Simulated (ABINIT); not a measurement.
# SrSiS3 (Pm-3m): from the cell to the phonon bands, part 2 of 6

How does SrSiS3 (Pm-3m) vibrate, and is this structure a minimum?

ABINIT 10.8.3; DFT PBEsol, scalar-relativistic, plane waves, PseudoDojo norm-conserving pseudopotentials.

So far. Step 5 (Relaxation): The volume changes by +0.1 % in this run and stands +16.3 % from the first cell. The relaxed cell has a = 4.617 Å (conventional setting).

The structure was built from a prototype and need not be the compound's stable phase.

**7. Zone-centre response**

At q = 0 one unit cell holds all displacements. The response is solved for single atoms along the cell's directions, and symmetry skips those that follow from others. The crystal is treated as a metal, which screens a static field, so no field response is asked.

Contents of dfpt_gamma.abi:

```

# common to the responses
getwfk_filepath "gso_WFK"
kptopt 2
nqpt 1
qpt 0.0 0.0 0.0
asr 0
chneut 0

# displacements
rfphon 1
rfatpol 1 5
rfdir 1 1 1
tolvrs 1.0d-10
prtwf 0

# basis, mesh and filling
ecut 28.0
ngkpt 6 6 6
nshiftk 1
shiftk 0.0 0.0 0.0
istwfk *1
occopt 7
tsmear 0.01
nband 24
nstep 100
diemac 1000000.0
prtebands 0
prtgsr 0
useylm 1

# cell and atoms
acell 3*1.0 Angstrom
rprim 
    4.617079539 0.0 0.0
    0.0 4.617079539 0.0
    0.0 0.0 4.617079539
ntypat 3
znucl 38 14 16
natom 5
typat 1 2 3 3 3
xred 
    0.0 0.0 0.0
    0.5 0.5 0.5
    0.5 0.5 0.0
    0.5 0.0 0.5
    0.0 0.5 0.5
pp_dirpath "./pseudo"
pseudos "Sr.upf, Si.upf, S.upf"
```

Run with:

```
> OMP_NUM_THREADS=1 mpirun -n 4 abinit dfpt_gamma.abi > dfpt_gamma.log
```

Numbers of over 12 decimals in the logs are rounded to 6 here.

dfpt_gamma.abo, the main output file:

```text
[banners, grids, parts of the stress and lines that vanish by symmetry left out]
- input  file    -> dfpt_gamma.abi
- output file    -> dfpt_gamma.abo
- root for input  files -> dfpt_gammai
- root for output files -> dfpt_gammao

 Symmetries : space group Pm -3 m (#221); Bravais cP (primitive cubic)
================================================================================
 Values of the parameters that define the memory need of the present run (RF).
     intxc =       0      iscf =       7    lmnmax =      18     lnmax =       6
     mgfft =      45  mpssoang =       3    mqgrid =    3001     natom =       5
  nloc_mem =       1    nspden =       1   nspinor =       1    nsppol =       1
      nsym =      48    n1xccc =    2501    ntypat =       3    occopt =       7
   xclevel =       2
-    mband =          24        mffmem =           1         mkmem =          28
-   mkqmem =          28        mk1mem =          28           mpw =        4726
      nfft =       91125          nkpt =         112
- my_mband =          24
================================================================================
================================================================================

--------------------------------------------------------------------------------
------------- Echo of variables that govern the present computation ------------
--------------------------------------------------------------------------------
-
- outvars: echo of selected default values
-   iomode0 =  0 , fftalg0 =312 , wfoptalg0 =  0
-
- outvars: echo of global parameters not present in the input file
-  max_nthreads =    1
-
 -outvars: echo values of preprocessed input variables
 [... echo left out ...]
================================================================================

 chkinp: Checking input parameters for consistency.

[...]
== DATASET  1 ==================================================================
-   mpi_nproc: 4, omp_nthreads: 1 (-1 if OMP is not activated)

--- !DatasetInfo
iteration_state: {dtset: 1, }
dimensions: {natom: 5, nkpt: 112, mband: 24, nsppol: 1, nspinor: 1, nspden: 1, mpw: 4726, }
cutoff_energies: {ecut:  28.0, pawecutdg:  -1.0, }
electrons: {nelect:   3.20000000E+01, charge:   0.00000000E+00, occopt:   7.00000000E+00, tsmear:   1.00000000E-02, }
meta: {optdriver: 1, rfphon: 1, }
...

 mkfilename: getwfk from: gso_WFK

 Real(R)+Recip(G) space primitive vectors, cartesian coordinates (Bohr,Bohr^-1):
 R(1)=  8.7250158  0.0000000  0.0000000  G(1)=  0.1146130  0.0000000  0.0000000
 R(2)=  0.0000000  8.7250158  0.0000000  G(2)=  0.0000000  0.1146130  0.0000000
 R(3)=  0.0000000  0.0000000  8.7250158  G(3)=  0.0000000  0.0000000  0.1146130
 Unit cell volume ucvol=  6.6419969E+02 bohr^3
 Angles (23,13,12)=  9.00000000E+01  9.00000000E+01  9.00000000E+01 degrees
 setup1 : take into account q-point for computing boxcut.

 getcut: wavevector=  0.0000  0.0000  0.0000  ngfft=  45  45  45
         ecut(hartree)=     28.000   => boxcut(ratio)=   2.11710

--- Pseudopotential description ------------------------------------------------
- pspini: atom type   1  psp file is ./pseudo/Sr.upf

- pspini: atom type   2  psp file is ./pseudo/Si.upf

- pspini: atom type   3  psp file is ./pseudo/S.upf

   1.48750145E+03                                ecore*ucvol(ha*bohr**3)
--------------------------------------------------------------------------------

 ==>  initialize data related to q vector <==

 The list of irreducible perturbations for this q vector is:
    1)    idir= 1    ipert=   1
    2)    idir= 1    ipert=   2
    3)    idir= 1    ipert=   3
    4)    idir= 3    ipert=   3

[...]
The perturbation idir=   2  ipert=   1 is
 symmetric of a previously calculated perturbation.
 So, its SCF calculation is not needed.

 The perturbation idir=   3  ipert=   1 is
 symmetric of a previously calculated perturbation.
 So, its SCF calculation is not needed.

 The perturbation idir=   2  ipert=   2 is
 symmetric of a previously calculated perturbation.
 So, its SCF calculation is not needed.

 The perturbation idir=   3  ipert=   2 is
 symmetric of a previously calculated perturbation.
 So, its SCF calculation is not needed.

[...]
The perturbation idir=   2  ipert=   5 is
 symmetric of a previously calculated perturbation.
 So, its SCF calculation is not needed.

 The perturbation idir=   3  ipert=   5 is
 symmetric of a previously calculated perturbation.
 So, its SCF calculation is not needed.

--------------------------------------------------------------------------------
 Perturbation wavevector (in red.coord.)   0.000000  0.000000  0.000000
 Perturbation : displacement of atom   1   along direction   1
 Found     8 symmetries that leave the perturbation invariant.

[...]
dfpt_looppert : total number of electrons, from k and k+q
  fully or partially occupied states are    3.200000E+01 and    3.200000E+01.
 Initialisation of the first-order wave-functions :
  ireadwf=   0

--- !BeginCycle
iteration_state: {dtset: 1, }
solver: {iscf: 7, nstep: 100, nline: 4, wfoptalg: 0, }
tolerances: {tolvrs: 1.00E-10, }
...

     iter   2DEtotal(Ha)        deltaE(Ha) residm    vres2
-ETOT  1   2.895783     -1.895E+03 9.330E+00 3.057E+03
 ETOT  2   1.047611     -1.848E+00 4.770E-01 5.937E+01
 ETOT  3   1.017649     -2.996E-02 6.471E-02 2.729E+01
 ETOT  4   1.011796     -5.853E-03 2.356E-02 9.847E-02
 ETOT  5   1.011765     -3.102E-05 5.145E-03 9.462E-03
[...]
At SCF step   11       vres2   =  9.64E-11 < tolvrs=  1.00E-10 =>converged.
[...]
Mean square residual over all n,k,spin=   81.679E-08; max=  66.301E-05

 Thirteen components of 2nd-order total energy (hartree) are
 1,2,3: 0th-order hamiltonian combined with 1st-order wavefunctions
     kin0=   1.39656173E+03 eigvalue=   1.91723717E+02  local=  -1.24522851E+03
 4,5,6: 1st-order hamiltonian combined with 1st and 0th-order wfs
 loc psp =  -1.60168864E+03  Hartree=   5.43391686E+02     xc=  -1.41282789E+02
 note that "loc psp" includes a xc core correction that could be resolved
 7,8,9: eventually, occupation + non-local contributions
    edocc=   1.87582258E+02     enl0=   9.64270738E+02   enl1=  -2.19234901E+03
 1-9 gives the relaxation energy (to be shifted if some occ is /=2.0)
   erelax=  -1.89701882E+03
 10,11,12 Non-relaxation  contributions : frozen-wavefunctions and Ewald
 fr.local=   7.11604650E+02 fr.nonlo=   1.09769183E+03  Ewald=   1.05619733E+02
 13,14 Frozen wf xc core corrections (1) and (2)
 frxc 1  =  -2.24739776E+02  frxc 2 =   2.07854146E+02
 Resulting in :
 2DEtotal=    0.1011762181E+01 Ha. Also 2DEtotal=    0.275314514879E+02 eV
    (2DErelax=   -1.8970188248E+03 Ha. 2DEnonrelax=    1.8980305870E+03 Ha)
    (  non-var. 2DEtotal :    1.0117628789E+00 Ha)

[...]
Perturbation wavevector (in red.coord.)   0.000000  0.000000  0.000000
 Perturbation : displacement of atom   2   along direction   1
 Found     8 symmetries that leave the perturbation invariant.

[...]
dfpt_looppert : total number of electrons, from k and k+q
  fully or partially occupied states are    3.200000E+01 and    3.200000E+01.
 Initialisation of the first-order wave-functions :
  ireadwf=   0

--- !BeginCycle
iteration_state: {dtset: 1, }
solver: {iscf: 7, nstep: 100, nline: 4, wfoptalg: 0, }
tolerances: {tolvrs: 1.00E-10, }
...

     iter   2DEtotal(Ha)        deltaE(Ha) residm    vres2
-ETOT  1   1.665130     -1.223E+02 7.722E-01 4.083E+03
[...]
At SCF step   11       vres2   =  3.95E-11 < tolvrs=  1.00E-10 =>converged.
[...]
Mean square residual over all n,k,spin=   78.250E-09; max=  48.207E-06

 Thirteen components of 2nd-order total energy (hartree) are
 1,2,3: 0th-order hamiltonian combined with 1st-order wavefunctions
     kin0=   1.06922964E+02 eigvalue=  -2.40300279E+00  local=  -6.05717254E+01
 4,5,6: 1st-order hamiltonian combined with 1st and 0th-order wfs
 loc psp =  -8.89587300E+01  Hartree=   3.27305240E+01     xc=  -8.22058633E+00
 note that "loc psp" includes a xc core correction that could be resolved
 7,8,9: eventually, occupation + non-local contributions
    edocc=   7.96109185E+00     enl0=   4.73267977E+01   enl1=  -1.58533395E+02
 1-9 gives the relaxation energy (to be shifted if some occ is /=2.0)
   erelax=  -1.23746062E+02
 10,11,12 Non-relaxation  contributions : frozen-wavefunctions and Ewald
 fr.local=  -1.68040441E+01 fr.nonlo=   8.98343747E+01  Ewald=   5.37700460E+01
 13,14 Frozen wf xc core corrections (1) and (2)
 frxc 1  =  -1.04732674E+01  frxc 2 =   7.58877087E+00
 Resulting in :
 2DEtotal=    0.1698179248E+00 Ha. Also 2DEtotal=    0.462098114310E+01 eV
    (2DErelax=   -1.2374606222E+02 Ha. 2DEnonrelax=    1.2391588014E+02 Ha)
    (  non-var. 2DEtotal :    1.6981757196E-01 Ha)

[...]
Perturbation wavevector (in red.coord.)   0.000000  0.000000  0.000000
 Perturbation : displacement of atom   3   along direction   1
 Found     4 symmetries that leave the perturbation invariant.

[...]
dfpt_looppert : total number of electrons, from k and k+q
  fully or partially occupied states are    3.200000E+01 and    3.200000E+01.
 Initialisation of the first-order wave-functions :
  ireadwf=   0

--- !BeginCycle
iteration_state: {dtset: 1, }
solver: {iscf: 7, nstep: 100, nline: 4, wfoptalg: 0, }
tolerances: {tolvrs: 1.00E-10, }
...

     iter   2DEtotal(Ha)        deltaE(Ha) residm    vres2
-ETOT  1   1.354463     -5.540E+02 1.989E+00 2.254E+03
[...]
At SCF step   12       vres2   =  8.71E-12 < tolvrs=  1.00E-10 =>converged.
[...]
Mean square residual over all n,k,spin=   56.065E-08; max=  48.058E-05

 Thirteen components of 2nd-order total energy (hartree) are
 1,2,3: 0th-order hamiltonian combined with 1st-order wavefunctions
     kin0=   4.95773665E+02 eigvalue=  -1.98915469E+01  local=  -3.45346138E+02
 4,5,6: 1st-order hamiltonian combined with 1st and 0th-order wfs
 loc psp =  -4.06030338E+02  Hartree=   1.54760141E+02     xc=  -4.30891750E+01
 note that "loc psp" includes a xc core correction that could be resolved
 7,8,9: eventually, occupation + non-local contributions
    edocc=   2.37069396E+01     enl0=   2.89003019E+02   enl1=  -7.03803473E+02
 1-9 gives the relaxation energy (to be shifted if some occ is /=2.0)
   erelax=  -5.54916905E+02
 10,11,12 Non-relaxation  contributions : frozen-wavefunctions and Ewald
 fr.local=   1.63091792E+02 fr.nonlo=   3.60324407E+02  Ewald=   4.54417007E+01
 13,14 Frozen wf xc core corrections (1) and (2)
 frxc 1  =  -6.49580358E+01  frxc 2 =   5.14412947E+01
 Resulting in :
 2DEtotal=    0.4242526069E+00 Ha. Also 2DEtotal=    0.115445015519E+02 eV
    (2DErelax=   -5.5491690539E+02 Ha. 2DEnonrelax=    5.5534115800E+02 Ha)
    (  non-var. 2DEtotal :    4.2425286764E-01 Ha)

[...]
Perturbation wavevector (in red.coord.)   0.000000  0.000000  0.000000
 Perturbation : displacement of atom   3   along direction   3
 Found     8 symmetries that leave the perturbation invariant.

--------------------------------------------------------------------------------

--------------------------------------------------------------------------------

 dfpt_looppert : total number of electrons, from k and k+q
  fully or partially occupied states are    3.200000E+01 and    3.200000E+01.
 Initialisation of the first-order wave-functions :
  ireadwf=   0

--- !BeginCycle
iteration_state: {dtset: 1, }
solver: {iscf: 7, nstep: 100, nline: 4, wfoptalg: 0, }
tolerances: {tolvrs: 1.00E-10, }
...

     iter   2DEtotal(Ha)        deltaE(Ha) residm    vres2
-ETOT  1   9.717945     -5.405E+02 4.768E+00 1.222E+04
[...]
ETOT 11   5.452671     -4.547E-12 1.159E-03 2.814E-10
 ETOT 12   5.452671      1.592E-12 5.368E-04 6.048E-12

 At SCF step   12       vres2   =  6.05E-12 < tolvrs=  1.00E-10 =>converged.
[...]
Mean square residual over all n,k,spin=   63.398E-08; max=  53.685E-05

 Thirteen components of 2nd-order total energy (hartree) are
 1,2,3: 0th-order hamiltonian combined with 1st-order wavefunctions
     kin0=   4.75564728E+02 eigvalue=  -1.22199072E+01  local=  -3.13058909E+02
 4,5,6: 1st-order hamiltonian combined with 1st and 0th-order wfs
 loc psp =  -4.39509679E+02  Hartree=   1.66438100E+02     xc=  -4.10639733E+01
 note that "loc psp" includes a xc core correction that could be resolved
 7,8,9: eventually, occupation + non-local contributions
    edocc=   3.44240927E+01     enl0=   2.34685765E+02   enl1=  -6.50030115E+02
 1-9 gives the relaxation energy (to be shifted if some occ is /=2.0)
   erelax=  -5.44769896E+02
 10,11,12 Non-relaxation  contributions : frozen-wavefunctions and Ewald
 fr.local=   1.02335960E+02 fr.nonlo=   3.26573678E+02  Ewald=   1.33798577E+02
 13,14 Frozen wf xc core corrections (1) and (2)
 frxc 1  =  -6.53274794E+01  frxc 2 =   5.28418320E+01
 Resulting in :
 2DEtotal=    0.5452670560E+01 Ha. Also 2DEtotal=    0.148374724682E+03 eV
    (2DErelax=   -5.4476989645E+02 Ha. 2DEnonrelax=    5.5022256701E+02 Ha)
    (  non-var. 2DEtotal :    5.4526701544E+00 Ha)

[...]
---- first-order wavefunction calculations are completed ----

 ==> Compute Derivative Database <==

 [... matrices left out ...]
  Phonon wavevector (reduced coordinates) :  0.00000  0.00000  0.00000
 Phonon energies in Hartree :
  -5.514189E-04 -5.514189E-04 -5.514189E-04  1.093251E-05  1.093251E-05
   1.093251E-05  2.049141E-04  2.049141E-04  2.049141E-04  3.762515E-04
   3.762515E-04  3.762515E-04  1.289667E-03  1.289667E-03  1.289667E-03
 Phonon frequencies in cm-1    :
- -1.210225E+02 -1.210225E+02 -1.210225E+02  2.399408E+00  2.399408E+00
-  2.399408E+00  4.497345E+01  4.497345E+01  4.497345E+01  8.257766E+01
-  8.257766E+01  8.257766E+01  2.830491E+02  2.830491E+02  2.830491E+02

== END DATASET(S) ==============================================================
================================================================================

 -outvars: echo values of variables after computation
            acell      1.8897261259E+00  1.8897261259E+00  1.8897261259E+00 Bohr
           etotal      5.4526705601E+00
            fcart      0.0000000000E+00  0.0000000000E+00  0.0000000000E+00
           strten      0.0000000000E+00  0.0000000000E+00  0.0000000000E+00
================================================================================
```

It took 3.4 min on 4 MPI ranks of Arm Neoverse V2, shared host; 14 min of CPU time.

Numbers from this step:

| Item | Value |
| --- | --- |
| largest acoustic frequency at the zone centre before the sum rule | 2.4 cm⁻¹ |
| highest optical zone-centre mode (no LO-TO term) | 283.1 cm⁻¹ |
| lowest optical zone-centre mode | -121.0 cm⁻¹ |

The acoustic modes at Γ come out as far as 2.4 cm⁻¹ from zero, where they should vanish, a small numerical error. The lowest optical mode is imaginary, 121i cm⁻¹, an instability at this level and on this k mesh.

[end of part 2 of 6]

[Host names and launcher messages were left out of these logs when they were recorded.]

[Logs are printed without paths, hosts, clocks, repeated set-up lines and the standing remarks that a program may print on its own settings, such as how far it seeks lower states.]

[Hosts, paths, dates, database ids (printed as entryN), source tags and the programs' standing remarks are cut or masked in the printed files.]
